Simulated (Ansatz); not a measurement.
# Lattice dynamics of MgTl (Pm-3m), part 2 of 2

Aim: the phonons of MgTl (Pm-3m) at a cell relaxed beforehand at this level. After the zone centre comes a 4×4×4 q mesh on a 12×12×12 k mesh.

Ansatz 0.2.0; DFT PBEsol, scalar-relativistic, plane waves, PAW.

So far. Step 2 (Zone-centre response): Before it was imposed, the acoustic sum rule was missed by 3.6e-5 eV/Å². Small misses are needed for a sound result but don't prove that mesh and cutoff are converged. The lowest optical mode is real, 149 cm⁻¹.

The database entry behind the starting cell differs from later determinations by our own check (0.1 to 0.3 % short, probably kX units), so it need not match the best structure at ambient conditions.

## 3. The dispersion (continued)

Interpolated from a 4×4×4 q mesh. The phonon branches at the labelled points (cm⁻¹):

| point | branch 1 | branch 2 | branch 3 | branch 4 | branch 5 | branch 6 |
| --- | --- | --- | --- | --- | --- | --- |
| Γ | 0 | 0 | 0 | 149 | 149 | 149 |
| halfway | 27 | 27 | 52 | 140 | 140 | 156 |
| X | 46 | 46 | 73 | 129 | 129 | 172 |
| halfway | 45 | 50 | 51 | 135 | 159 | 169 |
| M | 30 | 30 | 53 | 139 | 176 | 176 |
| halfway | 22 | 41 | 60 | 138 | 143 | 161 |
| Γ | 0 | 0 | 0 | 149 | 149 | 149 |
| halfway | 41 | 41 | 55 | 154 | 154 | 158 |
| R | 62 | 62 | 62 | 148 | 148 | 148 |
| halfway | 40 | 49 | 60 | 140 | 162 | 166 |
| X | 46 | 46 | 73 | 129 | 129 | 172 |
| jump to R | 62 | 62 | 62 | 148 | 148 | 148 |
| halfway | 48 | 48 | 62 | 144 | 167 | 167 |
| M | 30 | 30 | 53 | 139 | 176 | 176 |

The phonon branches as a text plot (rows in cm⁻¹):

```
    172 |      ************                            ***    ***
    165 |     *     *      ***           ***       ****     **
    157 |   **            *   *         *   *    **  *     *
    150 |***       *       **  ********* *********    *   **
    143 |  **     *          ****   ***           ***  *    *****
    135 |    **   ************                       ****
    128 |      ***                                      **
    121 |
    113 |
    106 |
     99 |
     92 |
     84 |
     77 |
     70 |      ***                                      **
     62 |    **   *          *              *********  *  ****
     55 |   *      ********** *      ****  ***   **  **    ** ***
     48 |      ******     ***  *         ***      **** ***   *
     40 |     *     **   *   *      *   *          ****       *
     33 |  * *        *****   * *      *                       **
     26 | * *              *** *     **
     18 |  *                  **** **
     11 |**                     *  *
      4 |*                       **
         Γ      X      M          Γ            R        X|R     M
```

Tetrahedra on a 20×20×20 mesh, mean over bins of 2 cm-1. Interpolated from a 4×4×4 q mesh. Phonon density of states against wavenumber; read off at these points:

| wavenumber (cm⁻¹) | phonon density of states (1/cm⁻¹/cell) |
| --- | --- |
| 1.0 | 2.0e-5 |
| 5.0 | 5.1e-4 |
| 11.0 | 0.00374 |
| 15.0 | 0.0077 |
| 21.0 | 0.0151 |
| 25.0 | 0.0210 |
| 29.0 | 0.0295 |
| 35.0 | 0.0589 |
| 39.0 | 0.0877 |
| 43.0 | 0.0787 |
| 49.0 | 0.124 |
| 53.0 | 0.0787 |
| 55.0 | 0.108 |
| 59.0 | 0.0945 |
| 63.0 | 0.0445 |
| 67.0 | 0.00646 |
| 73.0 | 6.0e-5 |
| 77.0 | 0 |
| 81.0 | 0 |
| 87.0 | 0 |
| 91.0 | 0 |
| 97.0 | 0 |
| 101.0 | 0 |
| 105.0 | 0 |
| 111.0 | 0 |
| 115.0 | 0 |
| 119.0 | 0 |
| 125.0 | 0 |
| 129.0 | 0.00112 |
| 135.0 | 0.0490 |
| 139.0 | 0.120 |
| 143.0 | 0.0886 |
| 149.0 | 0.0382 |
| 153.0 | 0.0400 |
| 157.0 | 0.0558 |
| 163.0 | 0.0870 |
| 165.0 | 0.116 |
| 167.0 | 0.115 |
| 173.0 | 0.0285 |
| 177.0 | 0 |

The partial phonon density of states has structure finer than the step of the table below, so its rows give means over 10 cm⁻¹, whole bins alone (the curve runs from -10 to 191 cm⁻¹). Peaks (cm⁻¹: height): Mg 140.2: 0.106, 165.5: 0.0965; Tl 48.1: 0.0955.

Phonopy on the run's constants, 15x15x15 mesh, Gaussian sigma 2.0 cm-1. Interpolated from a 4×4×4 q mesh. Table of partial phonon density of states by wavenumber; means over each step; values in 1/cm⁻¹/cell:

| wavenumber (cm⁻¹) | Mg | Tl |
| --- | --- | --- |
| 0 | 2.1e-5 | 1.6e-4 |
| 10 | 3.9e-4 | 0.00335 |
| 20 | 0.00149 | 0.0128 |
| 30 | 0.00387 | 0.0345 |
| 40 | 0.00626 | 0.0714 |
| 50 | 0.00484 | 0.0875 |
| 60 | 0.00177 | 0.0662 |
| 70 | 1.3e-4 | 0.00529 |
| 80 | 0 | 2.5e-5 |
| 90 | 0 | 0 |
| 100 | 0 | 0 |
| 110 | 0 | 0 |
| 120 | 1.3e-5 | 0 |
| 130 | 0.0168 | 2.9e-4 |
| 140 | 0.0888 | 0.00290 |
| 150 | 0.0471 | 0.00313 |
| 160 | 0.0663 | 0.00624 |
| 170 | 0.0599 | 0.00591 |
| 180 | 0.00233 | 3.0e-4 |

Second derivatives of the energy by pair, one row for each kind of neighbour of each atom listed. Each entry sums the pair over the periodic images of the supercell that the q mesh stands for, and in a polar crystal it holds the long-range dipole part too. Force constants by pair, by row:

| atom | neighbour | distance (Å) | third of the trace (eV/Å²) | along the pair's line (eV/Å²) |
| --- | --- | --- | --- | --- |
| Mg1 | itself | 0 | 1.97 | – |
| Mg1 | Tl | 3.137 | -0.2356 | -0.8843 |
| Mg1 | Mg | 3.622 | -0.0432 | -0.1728 |
| Mg1 | Mg | 5.123 | -0.0099 | -0.0278 |
| Mg1 | Tl | 6.007 | 0.0048 | 0.0083 |
| Mg1 | Mg | 6.274 | 0.0125 | 0.051 |
| Mg1 | Mg | 7.245 | 0.0047 | 3.00e-4 |
| Tl2 | itself | 0 | 2.76 | – |
| Tl2 | Mg | 3.137 | -0.2356 | -0.8843 |
| Tl2 | Tl | 3.622 | -0.143 | -0.4411 |
| Tl2 | Tl | 5.123 | -0.0196 | -0.0546 |
| Tl2 | Mg | 6.007 | 0.0048 | 0.0083 |
| Tl2 | Tl | 6.274 | 0.0108 | 0.0151 |
| Tl2 | Tl | 7.245 | -0.0318 | -0.0643 |

Harmonic thermodynamic functions per atom, from the density of states. Interpolated from a 4×4×4 q mesh. Thermodynamic functions, by row:

| T (K) | F_vib (meV/atom) | S (J/mol-atom/K) | C_V (J/mol-atom/K) |
| --- | --- | --- | --- |
| 0 | 18.44 | 0 | 0 |
| 50 | 16.07 | 11.42 | 13.85 |
| 100 | 6.88 | 23.46 | 20.47 |
| 200 | -26.19 | 38.94 | 23.64 |
| 300 | -71.91 | 48.68 | 24.34 |
| 400 | -126.2 | 55.72 | 24.6 |
| 500 | -186.9 | 61.23 | 24.72 |
| 600 | -252.8 | 65.74 | 24.79 |
| 700 | -322.9 | 69.57 | 24.83 |
| 800 | -396.8 | 72.88 | 24.86 |
| 900 | -473.9 | 75.81 | 24.87 |
| 1000 | -553.8 | 78.43 | 24.89 |

Harmonic mean-square displacement, third of the trace. Interpolated from a 4×4×4 q mesh. Mean square displacements, by row:

| T (K) | Mg1 U_eq (Å²) | Tl2 U_eq (Å²) |
| --- | --- | --- |
| 0 | 0.0055 | 0.0019 |
| 100 | 0.01119 | 0.00774 |
| 300 | 0.02948 | 0.02271 |
| 600 | 0.05814 | 0.04533 |

Symmetry leaves 10 wavevectors to solve. The lowest mode among them, the acoustic zeros apart, lies at q = (0, 0.25, 0.25) and is real, 22.4 cm⁻¹.

## 4. What came out

| Item | Value |
| --- | --- |
| space group (within 0.01 Å) | Pm-3m |
| volume per atom | 23.8 Å³ |
| electronic character | no gap on this mesh |
| highest optical mode at the zone centre (no LO-TO term) | 149 cm⁻¹ |
| lowest optical zone-centre mode | 149 cm⁻¹ |
| lowest mode on the q mesh (acoustic modes at Γ apart) | 22.4 cm⁻¹ |
| highest frequency on the path or at a solved wavevector | 176 cm⁻¹ |
| zero-point energy per atom | 18.4 meV |
| heat capacity at 300 K | 24.3 J/(mol atoms K) |
| vibrational entropy at 300 K | 48.7 J/(mol atoms K) |
| Debye temperature (second moment) | 211 K |
| imaginary modes on the 4×4×4 q mesh | none |

In words: The structure is a minimum as far as tested: no mode is imaginary at the 10 irreducible wavevectors of the 4×4×4 mesh, and the softest away from the acoustic zeros lies at 22 cm⁻¹. The optical modes at Γ form one degenerate level at 149 cm⁻¹. The highest mode in this list at Γ, 148.9 cm⁻¹, is mostly motion of Mg (89 % of the kinetic energy). On the path and the mesh, the widest gap between branches runs from 73 to 129 cm⁻¹. With no gap, or one that is small against the smearing, the frequencies hang on the k mesh and the smearing, most of all near Kohn anomalies. The phonon runs are without spin polarisation, although the cell has an odd electron count. Spin-orbit coupling is left out, which can matter for the heavy elements here. A phonon run warned that its eigensolver left some bands unconverged in a pass. These are harmonic frequencies at zero temperature: anharmonic shifts, linewidths and thermal expansion are left out.

[Logs are printed without paths, hosts, clocks, repeated set-up lines and the standing remarks that a program may print on its own settings, such as how far it seeks lower states.]

[Hosts, paths, dates, database ids (printed as entryN), source tags and the programs' standing remarks are cut or masked in the printed files.]
